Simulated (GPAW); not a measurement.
Mg2C3 (C2/m), Mg K edge of atom 1, with 3 C at 2.24 to 2.35 Å, 2 C at 2.37 Å and 1 C at 2.55 Å (6-fold, site symmetry m). Method: GPAW, PBE, full core hole (charged cell), 15-atom cell with 4.8 Å between holes, 5×5×5 k points, dipole transitions, Gaussian full width 0.9 eV up to 4 eV, rising linearly to 3.5 eV at 25 eV.

```
Mg C
1.0
     2.41550   -2.35000    0.00000
     2.41550    2.35000    0.00000
    -1.22707    0.00000    4.83328
Mg C
2 3
Cartesian
  -0.0561 0.0000 3.8613
  3.6601 0.0000 0.9720
  1.8020 0.0000 2.4166
  2.4808 0.0000 3.5694
  1.1231 0.0000 1.2639
```

Energy from the lowest empty level; a common scale on which the isotropic spectrum has a mean of 1 over the first 20 eV.

```
E (eV)  curve 1  curve 2  curve 3
  -2.0     0.00     0.00     0.00
  -1.5     0.00     0.00     0.00
  -1.0     0.00     0.00     0.00
  -0.5     0.00     0.03     0.05
   0.0     0.01     0.21     0.33
   0.5     0.08     0.56     0.69
   1.0     0.31     0.80     0.76
   1.5     0.61     0.91     0.96
   2.0     0.72     0.82     1.19
   2.5     0.75     0.76     1.21
   3.0     0.66     0.59     1.23
   3.5     0.57     0.41     0.89
   4.0     0.55     0.76     0.64
   4.5     0.59     1.49     0.97
   5.0     1.05     1.68     1.43
   5.5     2.06     1.73     1.55
   6.0     2.84     1.75     1.43
   6.5     2.90     1.53     1.26
   7.0     2.46     1.27     1.22
   7.5     1.96     1.27     1.23
   8.0     1.71     1.50     1.22
   8.5     1.57     1.73     1.23
   9.0     1.44     1.79     1.28
   9.5     1.28     1.76     1.32
  10.0     1.07     1.81     1.32
  10.5     0.86     1.87     1.35
  11.0     0.74     1.75     1.35
  11.5     0.73     1.44     1.25
  12.0     0.74     1.08     1.09
  12.5     0.76     0.82     0.95
  13.0     0.77     0.69     0.88
  13.5     0.76     0.64     0.88
  14.0     0.73     0.62     0.89
  14.5     0.69     0.59     0.88
  15.0     0.65     0.57     0.85
  15.5     0.62     0.56     0.79
  16.0     0.61     0.55     0.74
  16.5     0.61     0.53     0.72
  17.0     0.62     0.52     0.74
  17.5     0.63     0.50     0.77
  18.0     0.65     0.50     0.79
  18.5     0.67     0.52     0.79
  19.0     0.69     0.54     0.75
  19.5     0.70     0.56     0.69
  20.0     0.70     0.57     0.61
  20.5     0.69     0.56     0.54
  21.0     0.66     0.53     0.49
  21.5     0.64     0.50     0.47
  22.0     0.61     0.48     0.47
  22.5     0.59     0.45     0.48
  23.0     0.57     0.44     0.51
  23.5     0.55     0.42     0.53
  24.0     0.52     0.41     0.54
  24.5     0.50     0.39     0.55
  25.0     0.47     0.37     0.56
  25.5     0.45     0.36     0.56
  26.0     0.44     0.35     0.55
  26.5     0.43     0.35     0.55
  27.0     0.42     0.36     0.54
  27.5     0.42     0.38     0.54
  28.0     0.43     0.42     0.54
  28.5     0.44     0.48     0.55
  29.0     0.45     0.54     0.56
```

The curves are for the electric vector along different Cartesian axes of the cell as given, averaged over the symmetry-equivalent atoms. Which is which?

Curve 1: along y, main maxima 2.5 eV (0.75), 6.3 eV (2.96) and 19.8 eV (0.70). Curve 2: along x, main maxima 1.5 eV (0.91), 5.8 eV (1.77), 8.9 eV (1.79) and 10.5 eV (1.87). Curve 3: along z, main maxima 2.9 eV (1.23), 5.4 eV (1.55) and 10.8 eV (1.36). A K edge sees empty p states on the absorber. Each direction probes the empty orbitals that point along it. The holes are only 4.8 Å apart, so the shape is probably not converged with cell size; no larger cell was run here. The mesh is coarse (0.28 Å⁻¹ between points), so small maxima may be mesh ripples.

[Banner, clock and machine lines of the logs are left out without a mark of their own.]

[Logs are printed without paths, hosts, clocks, repeated set-up lines and the standing remarks that a program may print on its own settings, such as how far it seeks lower states.]

[Hosts, paths, dates, database ids (printed as entryN), source tags and the programs' standing remarks are cut or masked in the printed files.]

[Lists of maxima count a maximum above −3 eV only where it reaches 4 % of the highest in the window and stands out from its surroundings by 2 % of it (1.5 % where it reaches 55 %); shoulders and weaker maxima are passed over, and of the rest the first, up to two pre-edge ones and the few strongest are named.]
